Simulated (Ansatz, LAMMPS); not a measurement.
# S in place of P at several sites of glassy 83P2O5-8BaO-8K2O (mol %) (75 atoms), part 2 of 3

At which site of glassy 83P2O5-8BaO-8K2O (mol %) (75 atoms) does S in place of P cost least, and what about the site decides it?

Ansatz 0.2.0; Kohn-Sham DFT, r2SCAN, PAW (set soft_2), plane waves.

The cell: 20 P, 1 Ba, 2 K and 52 O. The quench rate of 20 K/ps far exceeds what a furnace or splat quench reaches. The starting topology of bonds comes from the classical model. Only the Γ point is sampled, in a cell whose shortest periodic width is 10 Å. The levels lack spin–orbit coupling.

So far. Step 2 (Single point at the start): The r.m.s. force at the start is 1.5 eV/Å. Step 3 (Relaxation): The relaxation was stopped at its limit after 32 steps, 10.0 eV below its start, with a largest force component of 0.11 eV/Å.

## Step 4: Single point at the relaxed geometry

One more single point at the end of the walk gives the fuller output and checks the residual forces.

Contents of input.yaml:

```yaml
crystal:
  lattice:
    - [10.26485, 0.0, 0.0]
    - [0.0, 10.26485, 0.0]
    - [0.0, 0.0, 10.26485]
  atoms:
    - { symbol: P, position: [0.90464, 0.75235, 0.61937] }
    - { symbol: P, position: [0.70942, 0.15538, 0.79437] }
    - { symbol: P, position: [0.29561, 0.9503, 0.59296] }
    - { symbol: P, position: [0.46585, 0.89994, 0.01236] }
    - { symbol: P, position: [0.64375, 0.60658, 0.65594] }
    - { symbol: P, position: [0.42225, 0.14251, 0.29839] }
    [... 63 atom lines left out ...]
    - { symbol: O, position: [0.38969, 0.27298, 0.72919] }
    - { symbol: O, position: [0.06368, 0.03046, 0.83732] }
    - { symbol: O, position: [0.75785, 0.67007, 0.00227] }
    - { symbol: O, position: [0.35367, 0.45558, 0.11247] }
    - { symbol: O, position: [0.85408, 0.11551, 0.77847] }
    - { symbol: O, position: [0.24674, 0.34555, 0.55901] }
kpoints:
  mp_grid: { grid: [1, 1, 1] }
hamiltonian:
  xc: r2scan
scf:
  occupations: { method: fermi_dirac, width: 0.025 }
output:
  forces: true
  stress: true
  populations: true
  dos:
    method: { smearing: { sigma: 0.1 } }
    de: 0.1
    projected: { site_lists: { Ba: [Ba], K: [K], O: [O], P: [P] } }
  eigenvalues: true
  write_density: true
  write_potential: true
  volumetric_format: npy
```

The run is started by

```
> ansatz run input.yaml --threads 4 --pin off --max-ram 8192MiB --backend cpu --events-out ev --progress --plain --runs-dir out
```

The program printed:

```text
[...]
Crystal: 75 atoms, lattice volume = 1081.578 Å³
Basis set: ecut = 500 eV, 27609 PW (Γ), exchange–correlation on 300×300×300 points (64 copies of the dense FFT grid, shifted against one another)
Bands: 295, of which v1, the nominal top of the filled ones, is band 220 counted from 1 (219 counted from 0)
Symmetry: 1 space group operations
[...]
k-points: 1
[...]
SCF iter   1: F=—  HF=-53824.212864 eV  |F-HF|=—  |Δ(HF+E_count)|=         —  Δρ=9.49e-3  dr2=1.15e0  dr2_τ=7.78e0  ethr=1.77e-3  ⟨swp⟩=8.0  Hψ=1676  notcnv=0  defer=46
[...]
SCF iter  10: F=-53825.672354 eV  HF=-53825.672354 eV  |F-HF|=2.79e-8  |Δ(HF+E_count)|=   1.18e-7  Δρ=1.30e-6  dr2=1.94e-8  dr2_τ=2.04e-9  ethr=2.27e-11  ⟨swp⟩=27.0  Hψ=3395  notcnv=0
SCF 1 converged in 10 iterations: F = -53825.672354 eV  dr2 = 1.94e-8
[...]
WARN: The input density's exchange-correlation potential varies sharply where the density is thin. Do not read a vacuum level from v_tot or v_xc, or from such a field of the output density. On a cell that repeats whose density bears no net charge and no dipole along the vacuum's axis use v_es (v_loc + v_h of the components); [...]
SCF converged after 10 iterations
Free energy (F): -53825.672354 eV
[...]
Internal energy: -53825.672354 eV  (E = F + TS)
E sigma→0 (E₀):  -53825.672354 eV
Fermi energy:    4.816967 eV
[...]
--- Forces (eV/Å), atoms counted from 1 ---
  atom   1  P     -0.01083675     0.02662919    -0.01023038
  atom   2  P     -0.03582787     0.02147425     0.00742079
  atom   3  P     -0.04790654    -0.00026946    -0.00078647
  atom   4  P     -0.01750650     0.00541853     0.00085819
  atom   5  P     -0.05337791     0.00066066    -0.06854592
  atom   6  P      0.02334279    -0.02397671    -0.05641531
  atom   7  P      0.00301745     0.01046919     0.01450033
  atom   8  P      0.01332842     0.01103551    -0.00584407
  atom   9  P     -0.06261450     0.01156177     0.00687081
  atom  10  P     -0.01753842     0.00791646    -0.01000407
  atom  11  P     -0.03810280    -0.00249730    -0.05159377
  atom  12  P     -0.00443014    -0.01573027     0.01614206
  atom  13  P     -0.01432913     0.00011088    -0.00016140
  atom  14  P      0.08628730    -0.01334206    -0.02733112
[...]
atom  74  O      0.01349737     0.02178573     0.00748692
  atom  75  O     -0.00228526     0.00330636    -0.00229680
  max |Σ_I F_I| component: 1.36e-4 eV/Å
--- Stress (GPa, compression-positive) ---
       -2.900573      -1.171338      -0.632310
       -1.171339      -2.525163       0.695879
       -0.632310       0.695879      -0.858505
  P = ⅓ Tr σ = -2.0947 GPa (-20.947 kbar)
--- Band table (eV) ---
[...]
--- Löwdin populations: 75 sites ---
  site symbol       q [e]
     0      P      2.7990
     1      P      2.7086
     2      P      2.7406
[...]
74      O      6.8715
  spilling = 0.017664 (of n_electrons = 440.000000)
```

The job ended after 43 s (4 threads of Arm Neoverse V1, shared host; peak memory 2.6 GiB).

The program notes that the exchange-correlation potential is rough where the density is thin.

Numbers from this run:

- free energy: -53825.6724 eV
- free energy per atom: -717.6756 eV/atom
- SCF cycles: 10
- pressure: -2.095 GPa
- r.m.s. force component: 0.02688 eV/Å
- longest force: 0.1238 eV/Å
- Fermi energy: 4.817 eV
- gap (highest filled to lowest empty level): 4.526 eV
- spilling of the projection: 0.01766

Neighbours are counted within 2.11 Å (O-P), 3.15 Å (O-K), 3.38 Å (O-Ba), the cutoffs taken from the relaxation.

Length of the force by element and coordination:

```
element  coordination  atoms  mean length of the force (eV/Å)  spread   least    most
     Ba           all      1                           0.0216       0  0.0216  0.0216
      K           all      2                           0.0116  0.0063  0.0053  0.0179
      K             3      1                           0.0053       0  0.0053  0.0053
      K             5      1                           0.0179       0  0.0179  0.0179
      O           all     52                           0.0359  0.0268  0.0046   0.122
      O             1      9                           0.0232  0.0196   0.006  0.0721
      O             2     42                           0.0392  0.0273  0.0046   0.122
      O             3      1                           0.0089       0  0.0089  0.0089
      P           all     20                           0.0452  0.0288  0.0143   0.124
      P             4     18                           0.0398   0.023  0.0143  0.0915
      P             5      1                            0.064       0   0.064   0.064
      P             6      1                            0.124       0   0.124   0.124
```

States in the cell by windows of 1 eV, zero at the Fermi level; the larger projections on atomic orbitals stand beside the total:

```csv
from (eV),to (eV),total,O p,P p,O s
-14,-13,20.9,6.1,1.7,0.6
-13,-12,12.5,8.3,2.8,0.4
-12,-11,13.2,9.2,3.4,0.2
-11,-10,5.0,3.5,0.9,0.3
-10,-9,7.9,5.8,1.0,0.7
-9,-8,27.5,21.3,2.4,2.7
-8,-7,40.3,33.1,2.6,3.0
-7,-6,42.2,36.7,1.9,2.2
-6,-5,39.7,36.0,1.2,1.4
-5,-4,43.5,40.1,1.6,0.6
-4,-3,42.6,39.8,1.6,0.2
-3,-2,10.0,9.6,0.1,0.0
-2,2,0.0,0.0,0.0,0.0
2,3,3.9,0.5,0.4,0.7
3,4,10.3,0.9,1.1,1.0
4,5,20.4,2.3,4.5,2.2
```

Between -26 and -14 eV lie 117 more states.

The levels nearest the highest filled one (over half full), pooled over k-points and spins:

```
level less the highest filled one (eV)  occupation
                                -0.794           2
                                -0.577           2
                                -0.521           2
                                -0.496           2
                               -0.0705           2
                                     0           2
                                  4.53           0
                                  5.20           0
                                  5.64           0
                                  5.98           0
                                  6.06           0
                                  6.13           0
```

Valence density in the ac plane at fractional y = 0.346, with atoms of P and Ba and O within 0.2 Å of it. It is the smooth field of the valence electrons, not physical close to the nuclei.

Ten steps, logarithmic in the rise over the least value, from '_' (0.0 e/Å³) to '@' (6.9 e/Å³), each cell a mean:
```
______..::--::::..::--++++==--::--------========--::..____
____..--++**++==::::--====--::........::--------::..______
____::==##%%##++--::::--::::..________............________
____::==##%%##++==--::::....____________....______________
____..::==++==----::----::..________..::::....____________
______....::::..::--==++==::..____..::======::..__________
______________....--==++==--..____::==****++--..__________
__________....::::::--==--::......::==++**++--..__________
________..--++++++==----::::::------==++++==::..__________
________::++%%@@%%**==----==++**++====--====::..__________
______..--**@@@@@@**==--==++##%%**++--::====--::..________
________::++##%%##++--::--++####**++====++++++--::..______
::..____..::--==--::::..::--====------==++**++==::....::::
++==::..____..........................::======--::::--++++
**++==..__________......______________..::::::::::==++****
++**==::__________________________________......::==**++==
****==::________________________________________::==****++
**++--..______________..........__________......::--++****
--::..______________..::::--::....______..::====--::::--==
..______________....::--====--::........::==****++--::....
________________..::================------++****++--..____
________________..--====--::==++******++==++****==::..____
________________..::======--==**##%%##**==--====--::..____
________________..::--++++++====++****++==--====--::..____
```
Columns run along a (10.3 Å), rows up along c (10.3 Å). Atoms in or near the plane, at fractional coordinates: P at (0.73, 0.04), P at (0.66, 0.56), P at (0.44, 0.08), Ba at (0.97, 0.33), O at (0.25, 0.56).

Electrostatic potential energy in the ac plane at fractional y = 0.346, with atoms of P and Ba and O within 0.2 Å of it. With pseudopotentials it is smooth inside the atoms' cores, unlike the true potential.

Values in eV, 13 rows by 16 columns, each cell a mean:
```
 10  10   8   6   8   5   3   3   6   6   0 -15 -11   3   8   9
 10  10 -16 -23   3   2   6   8   9   8   7   6   6   8   9  10
 10  11   7   4   5   4   7   9   9   9   8   7   8   9   9  10
 10  10  11  10   9   7   5   9   9   7   2  -6   7   9   9   9
  9  10  10   6   3   4   4   7   6  -2 -19 -11   4   8   9   9
  8   9   9 -26 -37  -5  -1  -4 -19 -23 -46 -36   1   7   8   7
  3   6   9   0  -5   4   4   2  -8  -5 -21 -11   2   7   5   3
-18  -1   6   9  10   9   8   9   8   7   7   7   6   4  -9 -23
-36 -10   4   8   9   9   9   9   9   9   9   9   8   1 -25 -41
-20  -2   5   8   9   9   8   8   8   9   9   9   8   4 -11 -26
  3   5   7   9   9   7  -1  -6   3   7   8   7  -2   1   5   2
  8   8   9   9   9   0 -36 -45 -17  -8  -5 -22 -20   1   8   8
  9  10  10  10   9   2 -24 -34 -11 -18 -21 -45 -41  -3   7   9
```
Columns run along a (10.3 Å; values clipped at the 3rd and 97th percentile), rows up along c (10.3 Å). Atoms in or near the plane, at fractional coordinates: P at (0.73, 0.04), P at (0.66, 0.56), P at (0.44, 0.08), Ba at (0.97, 0.33), O at (0.25, 0.56).

Filled and empty levels are parted by 4.53 eV (at Γ alone); a semilocal functional tends to put such gaps too low. In a disordered cell it changes from sample to sample, and tail or defect levels can set it.

[end of part 2 of 3]

[Long decimals in the printed logs are rounded to 6 places.]

[Logs are printed without paths, hosts, clocks, repeated set-up lines and the standing remarks that a program may print on its own settings, such as how far it seeks lower states.]

[Hosts, paths, dates, database ids (printed as entryN), source tags and the programs' standing remarks are cut or masked in the printed files.]
